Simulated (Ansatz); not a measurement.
**Decaying states in the gap of K2AlAgCl3F3**

Aim: relax a made-up compound, K2AlAgCl3F3, and see how good a tunnel barrier it would be. It is built by putting F for part of the Cl in the K2AlAgCl6 structure of space group Fm-3m, with the volume rescaled by atomic radii. The parent structure comes from the Materials Project.

Calculated with Ansatz 0.2.0; PBE DFT, plane waves, PAW files, in the first sound run; inputs show where later runs differ.

Most raw output is cut from this account.

The structure was built from a prototype and need not be the compound's stable phase.

### 1. Starting point

The structure is trigonal, space group R3m (No. 160). Conventional cell: a = 6.817 Å, b = 6.817 Å, c = 16.699 Å, α = 90.00°, β = 90.00°, γ = 120.00°. K has 6 F at 3.41 Å and 6 Cl at 3.41 Å nearest. K has 6 Cl at 3.41 Å and 6 F at 3.41 Å nearest. Al has 3 Cl at 2.23 Å and 3 F at 2.23 Å nearest. Ag has 3 Cl at 2.59 Å and 3 F at 2.59 Å nearest. Nearest to Cl lie 1 Al at 2.23 Å and 1 Ag at 2.59 Å and 4 K at 3.41 Å. F has 1 Al at 2.23 Å and 1 Ag at 2.59 Å and 4 K at 3.41 Å nearest. It derives from K2AlAgCl6. F for part of the Cl in the K2AlAgCl6 structure of space group Fm-3m. Farther neighbours and most contacts between anions are not listed.

Coordinates:

```cif
data_structure
_symmetry_space_group_name_H-M 'P 1'
_symmetry_Int_Tables_number 1
_cell_length_a 6.8172
_cell_length_b 6.8172
_cell_length_c 6.8172
_cell_angle_alpha 60.000
_cell_angle_beta 60.000
_cell_angle_gamma 60.000
_cell_volume 224.03
loop_
_atom_site_label
_atom_site_type_symbol
_atom_site_fract_x
_atom_site_fract_y
_atom_site_fract_z
_atom_site_occupancy
K1 K 0.75000 0.75000 0.75000 1
K2 K 0.25000 0.25000 0.25000 1
Al3 Al 0.00000 0.00000 0.00000 1
Ag4 Ag 0.50000 0.50000 0.50000 1
Cl5 Cl 0.76855 0.23145 0.23145 1
F6 F 0.23145 0.23145 0.76855 1
F7 F 0.23145 0.76855 0.76855 1
Cl8 Cl 0.23145 0.76855 0.23145 1
F9 F 0.76855 0.23145 0.76855 1
Cl10 Cl 0.76855 0.76855 0.23145 1
```

### 2. Cell and atoms at rest

The substituted atoms don't fit the parent's cell, so cell and atoms relax together. A small smearing keeps the run stable in case the gap closes on the way.

Input file input.yaml:

```yaml
crystal:
  lattice:
    - [0.0, 4.8205049094, 4.8205049094]
    - [4.8205049094, 0.0, 4.8205049094]
    - [4.8205049094, 4.8205049094, 0.0]
  atoms:
    - { symbol: K, position: [0.75, 0.75, 0.75] }
    - { symbol: K, position: [0.25, 0.25, 0.25] }
    - { symbol: Al, position: [0.0, 0.0, 0.0] }
    - { symbol: Ag, position: [0.5, 0.5, 0.5] }
    - { symbol: Cl, position: [0.768551, 0.231449, 0.231449] }
    - { symbol: F, position: [0.231449, 0.231449, 0.768551] }
    - { symbol: F, position: [0.231449, 0.768551, 0.768551] }
    - { symbol: Cl, position: [0.231449, 0.768551, 0.231449] }
    - { symbol: F, position: [0.768551, 0.231449, 0.768551] }
    - { symbol: Cl, position: [0.768551, 0.768551, 0.231449] }
kpoints:
  mp_grid: { grid: [4, 4, 4] }
scf:
  occupations: { method: gaussian, width: 0.03 }
hamiltonian:
  xc: pbe
output:
  forces: true
  stress: true
relax:
  f_tol: 0.02
  max_steps: 60
  cell: {}
```

Run with:

```
> ansatz run input.yaml --threads 2 --pin off --max-ram 4096MiB --backend cpu --events-out ev --progress --plain --runs-dir out
```

It took 58 s on 2 threads of Arm Neoverse V2, shared host; peak memory 0.53 GiB; 1.9 min of CPU time.

The steps of the relaxation:

| step | energy less that of the first step (eV) | largest force component (eV/Å) | pressure (GPa) | volume (Å³) |
| --- | --- | --- | --- | --- |
| 1 | 0.0000 | 1.9140 | -2.49 | 224.03 |
| 2 | -1.2354 | 2.0125 | -1.72 | 215.32 |
| 3 | -1.9434 | 0.7608 | 2.11 | 207.77 |
| 4 | -2.0763 | 0.3936 | 0.07 | 208.99 |
| 5 | -2.1185 | 0.0704 | 0.19 | 210.40 |
| 6 | -2.1276 | 0.1004 | 0.07 | 213.07 |
| 7 | -2.1299 | 0.0425 | -0.04 | 214.53 |
| 8 | -2.1305 | 0.0055 | 0.02 | 214.97 |
| 9 | -2.1309 | 0.0097 | 0.01 | 215.12 |
| 10* | -2.1256 | 0.0097 | -0.05 | 215.12 |
| 11 | -2.1259 | 0.0288 | -0.02 | 214.82 |
| 12 | -2.1263 | 0.0042 | 0.00 | 214.80 |
| 13* | -2.1260 | 0.0042 | -0.01 | 214.80 |

Relaxation steps marked * repeat the geometry before them on a plane-wave basis chosen anew for their cell, so energy and pressure can jump there. Relaxation step 11 was tried and not accepted.

The run keeps the 6 symmetry operations that it works with, so distortions that break them were not tested.

| conventional cell, symmetrised | before | after | change |
| --- | --- | --- | --- |
| a (Å) | 6.817 | 6.855 | +0.6 % |
| b (Å) | 6.817 | 6.855 | +0.6 % |
| c (Å) | 16.699 | 15.834 | -5.2 % |
| volume (Å³/atom) | 22.40 | 21.48 | -4.1 % |

The atoms that moved most (Å, as changes of fractional coordinates times the final cell):

| atom | dx | dy | dz | length |
| --- | --- | --- | --- | --- |
| Al3 | -0.184 | -0.184 | 0.184 | 0.318 |
| F9 | -0.145 | 0.240 | 0.145 | 0.315 |
| F7 | 0.240 | -0.145 | 0.145 | 0.315 |
| F6 | -0.145 | -0.145 | -0.240 | 0.315 |
| K2 | 0.152 | 0.152 | -0.152 | 0.263 |
| Ag4 | 0.131 | 0.131 | -0.131 | 0.228 |
| Cl5 | 0.037 | -0.036 | 0.036 | 0.063 |
| Cl8 | -0.036 | 0.037 | 0.036 | 0.063 |

Final coordinates:

```cif
data_structure
_symmetry_space_group_name_H-M 'P 1'
_symmetry_Int_Tables_number 1
_cell_length_a 6.8552
_cell_length_b 6.8552
_cell_length_c 6.5970
_cell_angle_alpha 58.697
_cell_angle_beta 58.697
_cell_angle_gamma 60.000
_cell_volume 214.80
loop_
_atom_site_label
_atom_site_type_symbol
_atom_site_fract_x
_atom_site_fract_y
_atom_site_fract_z
_atom_site_occupancy
K1 K 0.75160 0.75160 0.74519 1
K2 K 0.23342 0.23342 0.29975 1
Al3 Al 0.02009 0.02009 0.93972 1
Ag4 Ag 0.48563 0.48563 0.54312 1
Cl5 Cl 0.76481 0.24278 0.22759 1
F6 F 0.20679 0.20679 0.76315 1
F7 F 0.20679 0.82327 0.76315 1
Cl8 Cl 0.24278 0.76481 0.22759 1
F9 F 0.82327 0.20679 0.76315 1
Cl10 Cl 0.76481 0.76481 0.22759 1
```

Numbers from this step:

```yaml
free_energy: -16880.0441 eV
fermi_energy: 4.322 eV
pressure: -0.006234 GPa
```

The largest force component on a free atom ends at 0.0042 eV/Å.

### 3. The bulk crystal and its band edges

The energy window and the wavevectors of the next steps follow from the band edges, so these are searched first, off the mesh as well.

Input file input.yaml:

```yaml
crystal:
  lattice:
    - [0.0, 4.8473656992, 4.8473656992]
    - [4.8473656992, 0.0, 4.8473656992]
    - [4.6629572412, 4.6629572412, 0.1844084581]
  atoms:
    - { symbol: K, position: [0.7516036493, 0.7516036493, 0.745189052] }
    - { symbol: K, position: [0.2334167276, 0.2334167276, 0.2997498172] }
    - { symbol: Al, position: [0.0200945862, 0.0200945862, -0.0602837585] }
    - { symbol: Ag, position: [0.4856268345, 0.4856268345, 0.5431194964] }
    - { symbol: Cl, position: [0.7648118166, 0.2427835868, 0.2275927799] }
    - { symbol: F, position: [0.2067881769, 0.2067881769, 0.7631490177] }
    - { symbol: F, position: [0.2067881769, 0.8232746285, 0.7631490177] }
    - { symbol: Cl, position: [0.2427835868, 0.7648118166, 0.2275927799] }
    - { symbol: F, position: [0.8232746285, 0.2067881769, 0.7631490177] }
    - { symbol: Cl, position: [0.7648118166, 0.7648118166, 0.2275927799] }
kpoints:
  mp_grid: { grid: [4, 4, 4] }
  band_path: { path: [VBM, CBM], npoints: 30 }
scf:
  occupations: { method: fixed }
hamiltonian:
  xc: pbe
output:
  eigenvalues: true
  write_potential: true
  write_density: true
  volumetric_format: npy
  elf: true
```

Run time: 29 s. Hardware: 2 threads; peak memory 0.58 GiB; 57 s of CPU time.

Numbers from this step:

- free energy: -16880.0443 eV
- Fermi energy: 2.981 eV
- gap on the k-mesh: 2.681 eV
- gap on path: 2.681 eV, by band count; negative where bands overlap
- direct gap on path: 2.681 eV
- edge places on path: 0, 0 1/A along the path

Levels at VBM (eV): -5.83, -4.23, -4.23, -4.14, -3.39, -3.39, -3.20, -3.18, -3.18, -2.28, -2.10, -2.10, -1.80, -1.80, -1.72, -1.20, -1.13, -1.13, -0.64, -0.64, -0.45, 0.00, 0.00, 2.68, 5.30, 6.54, 6.54, 6.80, 7.34, 7.44, 7.44.

ELF in the ac plane of the conventional cell at fractional y = 0.319, with atoms of K and Al and Ag and Cl within 0.2 Å of it. It is the smooth field of the valence electrons, not physical close to the nuclei.

Ten even steps from '0' (0.00) to '9' (0.87), each cell a mean:
```
0012100000000000000
3100023310011100124
2100022200245531012
0000000001478852100
2100023321245531123
7300158874111112578
7300158885200014788
2000013552000001454
0355410000367751000
4799862004998997100
2577641003899996100
0011100000246531000
3100025675200013676
8400269998620147999
8510279998631257999
4200134555420135555
0000000122200012211
1000002566420035663
0000001455310014553
0122100010012100100
5889874001699984002
9987998304998997106
9987998301799984016
5789863100023310002
```
Columns run along a (6.9 Å), rows up along c (15.8 Å), edges of the conventional cell, whose origin can differ from the input's. Atoms in or near the plane, at fractional coordinates: K at (0.67, 0.58), K at (0.67, 0.10), Al at (0.67, 0.31), Ag at (0.67, 0.85), Cl at (0.16, 0.08).

Electrostatic potential energy in the ac plane of the conventional cell at fractional y = 0.319, with atoms of K and Al and Ag and Cl within 0.2 Å of it. With pseudopotentials it is smooth inside the atoms' cores, unlike the true potential.

Ten even steps from '0' (-34 eV) to '9' (9 eV), each cell a mean:
```
9999999999999999999
9999999999998899999
9999999999743358999
9999999998410026999
9999999999742358999
9999999999998899999
9999999999999999999
9999999999999999999
9999999999876678999
9964799998510027999
9987999998610037999
9999999999887789999
9999999999999999999
9999999878999999878
9999999778888888778
9999999998655557899
9999999998557657999
9999999999765578999
9999999999998999999
9999999999988899999
9987899998742358999
8400169998400027999
8300169998742368999
9877899999988899999
```
Columns run along a (6.9 Å; values clipped at the 3rd and 97th percentile), rows up along c (15.8 Å), edges of the conventional cell, whose origin can differ from the input's. Atoms in or near the plane, at fractional coordinates: K at (0.67, 0.58), K at (0.67, 0.10), Al at (0.67, 0.31), Ag at (0.67, 0.85), Cl at (0.16, 0.08).

Valence density in the ac plane of the conventional cell at fractional y = 0.319, with atoms of K and Al and Ag and Cl within 0.2 Å of it. It is the smooth field of the valence electrons, not physical close to the nuclei.

Ten steps, logarithmic in the rise over the least value, from '_' (0 e/Å³) to '@' (16 e/Å³), each cell a mean:
```
______________________________________
____________..________......________..
__________________..--++##**==::______
__________________::++%%@@@@##--..____
________________....--**####==::..____
..________....::::................::..
..________....::::..__________....::::
______________________________________
__....::..__________..::----::________
..::==++==..______..==******++::______
__::--==--..______..--++****==::______
____________________..::::::..________
____________........__________........
..________..::----::..______..::----::
..________..::------::........::------
____________............__............
________________......______........__
______________..::::::........::::::..
______________....::....____....::..__
______________________......__________
..::----::..________::==++++--..______
::======++--..____..==**##**++::____..
::======++--::______::==++++--..____..
..::------..____________..____________
```
Columns run along a (6.9 Å), rows up along c (15.8 Å), edges of the conventional cell, whose origin can differ from the input's. Atoms in or near the plane, at fractional coordinates: K at (0.67, 0.58), K at (0.67, 0.10), Al at (0.67, 0.31), Ag at (0.67, 0.85), Cl at (0.16, 0.08).

The searched edges give 2.68 eV, as on the mesh.

### 4. Complex bands, plane (001), k-mesh 6×6×6

This step: PBE DFT, plane waves, PAW files; complex bands by layer matching along the plane's normal (Ansatz 0.2.0).

The same crystal is laid in a cell whose first two vectors span the (001) plane (indices of the standard conventional cell, whose axes can be ordered otherwise than in the bulk input). At fixed energy and wavevector in the plane the solver finds all kz, real and complex. A few wavevectors are listed, (0, 0) and (0.5, 0) in units of the plane's reciprocal vectors; the slowest state needn't be among them.

Input file input.yaml:

```yaml
crystal:
  lattice:
    - [6.855210314, 0.0, 0.0]
    - [3.427605157, 5.93678628, 0.0]
    - [0.0, 3.95785752, 5.277850964]
  atoms:
    - { symbol: K, position: [0.2483963507, 0.5032072987, 0.745189052] }
    - { symbol: K, position: [0.7665832724, 0.4668334552, 0.2997498172] }
    - { symbol: Al, position: [0.9799054138, 0.0401891723, 0.9397162415] }
    - { symbol: Ag, position: [0.5143731655, 0.9712536691, 0.5431194964] }
    - { symbol: Cl, position: [0.7572164132, 0.0075954035, 0.2275927799] }
    - { symbol: F, position: [0.7932118231, 0.4135763538, 0.7631490177] }
    - { symbol: F, position: [0.1767253715, 0.0300628054, 0.7631490177] }
    - { symbol: Cl, position: [0.2351881834, 0.0075954035, 0.2275927799] }
    - { symbol: F, position: [0.7932118231, 0.0300628054, 0.7631490177] }
    - { symbol: Cl, position: [0.2351881834, 0.5296236333, 0.2275927799] }
kpoints:
  mp_grid: { grid: [6, 6, 6] }
scf:
  occupations: { method: fixed }
hamiltonian:
  xc: pbe
output:
  eigenvalues: true
  transmission:
    leads: [[0, 0]]
    kpoints: [[0.0, 0.0], [0.5, 0.0]]
    e_range: [-1.0, 3.68]
    de: 0.12
```

The job ended after 79 s (2 threads; peak memory 1.4 GiB).

This step gave:

| Quantity | Value |
| --- | --- |
| level to which the leads are filled | 1.341 eV from the Fermi level |
| decay constant at the filling level, zone centre | 0.338 Å⁻¹ |
| decay constant at the filling level, slowest listed point | 0.338 Å⁻¹ |

K parallel (0, 0); values up to 1.5 1/Å, a degenerate pair printed once or twice; energies at which all values exceed this have no row. Im kz of the slowest decaying states against energy, zero at the highest filled level on the SCF mesh:

| energy (eV) | decay 1 (Å⁻¹) | decay 2 (Å⁻¹) | decay 3 (Å⁻¹) | decay 4 (Å⁻¹) |
| --- | --- | --- | --- | --- |
| -1.00 | 0.292 | 0.458 | 0.541 | 0.566 |
| -0.64 | 0.342 | 0.477 | 0.602 | 0.649 |
| -0.28 | 0.366 | 0.406 | 0.529 | 0.595 |
| -0.04 | 0.375 | 0.511 | 0.632 | 0.693 |
| 0.32 | 0.380 | 0.465 | 0.638 | 0.655 |
| 0.68 | 0.375 | 0.523 | 0.639 | 0.691 |
| 1.04 | 0.361 | 0.554 | 0.637 | 0.706 |
| 1.40 | 0.338 | 0.573 | 0.632 | 0.716 |
| 1.64 | 0.316 | 0.580 | 0.628 | 0.721 |
| 2.00 | 0.270 | 0.586 | 0.618 | 0.725 |
| 2.36 | 0.196 | 0.587 | 0.607 | 0.726 |
| 2.72 | 0.582 | 0.592 | 0.725 | 0.898 |
| 2.96 | 0.576 | 0.582 | 0.723 | 0.876 |
| 3.32 | 0.563 | 0.563 | 0.718 | 0.842 |
| 3.68 | 0.541 | 0.546 | 0.711 | 0.803 |

K parallel (0.5, 0); values up to 1.5 1/Å, a degenerate pair printed once or twice; energies at which all values exceed this have no row. Im kz of the slowest decaying states against energy, zero at the highest filled level on the SCF mesh:

| energy (eV) | decay 1 (Å⁻¹) | decay 2 (Å⁻¹) | decay 3 (Å⁻¹) | decay 4 (Å⁻¹) |
| --- | --- | --- | --- | --- |
| -1.00 | 0.192 | 0.352 | 0.419 | 0.550 |
| -0.76 | 0.185 | 0.215 | 0.453 | 0.516 |
| -0.52 | 0.378 | 0.494 | 0.563 | 0.591 |
| -0.28 | 0.272 | 0.554 | 0.601 | 0.604 |
| -0.04 | 0.244 | 0.365 | 0.628 | 0.654 |
| 0.20 | 0.425 | 0.514 | 0.623 | 0.664 |
| 0.44 | 0.471 | 0.591 | 0.604 | 0.681 |
| 0.68 | 0.513 | 0.584 | 0.640 | 0.699 |
| 0.92 | 0.556 | 0.677 | 0.714 | 0.714 |
| 1.16 | 0.560 | 0.707 | 0.714 | 0.726 |
| 1.40 | 0.562 | 0.713 | 0.733 | 0.736 |
| 1.52 | 0.561 | 0.712 | 0.740 | 0.745 |
| 1.76 | 0.557 | 0.708 | 0.746 | 0.765 |
| 2.00 | 0.551 | 0.704 | 0.751 | 0.766 |
| 2.24 | 0.540 | 0.698 | 0.754 | 0.765 |
| 2.48 | 0.527 | 0.691 | 0.756 | 0.763 |
| 2.72 | 0.508 | 0.683 | 0.756 | 0.759 |
| 2.96 | 0.484 | 0.673 | 0.754 | 0.755 |
| 3.20 | 0.452 | 0.663 | 0.748 | 0.753 |
| 3.44 | 0.406 | 0.651 | 0.741 | 0.749 |
| 3.68 | 0.325 | 0.638 | 0.732 | 0.745 |

At the listed wavevectors the last open channel is at -0.04 eV and the next at +2.72 eV on the grid. At +1.40 eV, the grid energy nearest the filling level (the middle of the gap on the SCF mesh), the slowest state at the listed wavevectors decays with κ = 0.338 Å⁻¹, its amplitude falling by e over 3.0 Å. Through 1 nm of this crystal that state's transmission falls by exp(−2 × 0.338 Å⁻¹ × 10 Å) = 0.0012.

### 5. Decay over the two-dimensional zone

The listed points could miss the slowest state, so one energy near mid-gap is solved on a mesh of 8×8.

input.yaml, as its differences from that of step 4:

```diff
@@ -24,6 +24,2 @@
   eigenvalues: true
-  transmission:
-    leads: [[0, 0]]
-    kpoints: [[0.0, 0.0], [0.5, 0.0]]
-    e_range: [-1.0, 3.68]
-    de: 0.12
+  transmission: { leads: [[0, 0]], kmesh: [8, 8], e_range: [1.34, 1.35], de: 0.05 }
```

Run time: 65 s. Hardware: 2 threads; peak memory 1.4 GiB; 2.2 min of CPU time.

Numbers from this step:

* least decay constant on the mesh: 0.3426 Å⁻¹

Slowest decay constant (1/Å; 0 where a channel is open) over k1 and k2. At 1.3400 eV from the Fermi level.

Values, 8 rows by 8 columns:
```
0.546 0.614 0.614 0.546 0.496 0.472 0.472 0.496
0.544 0.614 0.544 0.472 0.423 0.406 0.423 0.472
0.546 0.546 0.472 0.406 0.366 0.366 0.406 0.472
0.562 0.496 0.423 0.366 0.343 0.366 0.423 0.496
0.546 0.472 0.406 0.366 0.366 0.406 0.472 0.546
0.544 0.472 0.423 0.406 0.423 0.472 0.544 0.614
0.546 0.496 0.472 0.472 0.496 0.546 0.614 0.614
0.562 0.546 0.544 0.546 0.562 0.546 0.544 0.546
```
Columns: k1 (b1) from -0.5 to 0.375; rows upwards: k2 (b2) from -0.5 to 0.375.

The least value on the mesh is 0.343 Å⁻¹ at +1.34 eV. At that energy the listed points give about 0.342 Å⁻¹ by interpolation, so the mesh holds no clearly slower state.

(Part 1 of 2 ends here.)

[Logs are printed without paths, hosts, clocks, repeated set-up lines and the standing remarks that a program may print on its own settings, such as how far it seeks lower states.]

[Hosts, paths, dates, database ids (printed as entryN), source tags and the programs' standing remarks are cut or masked in the printed files.]
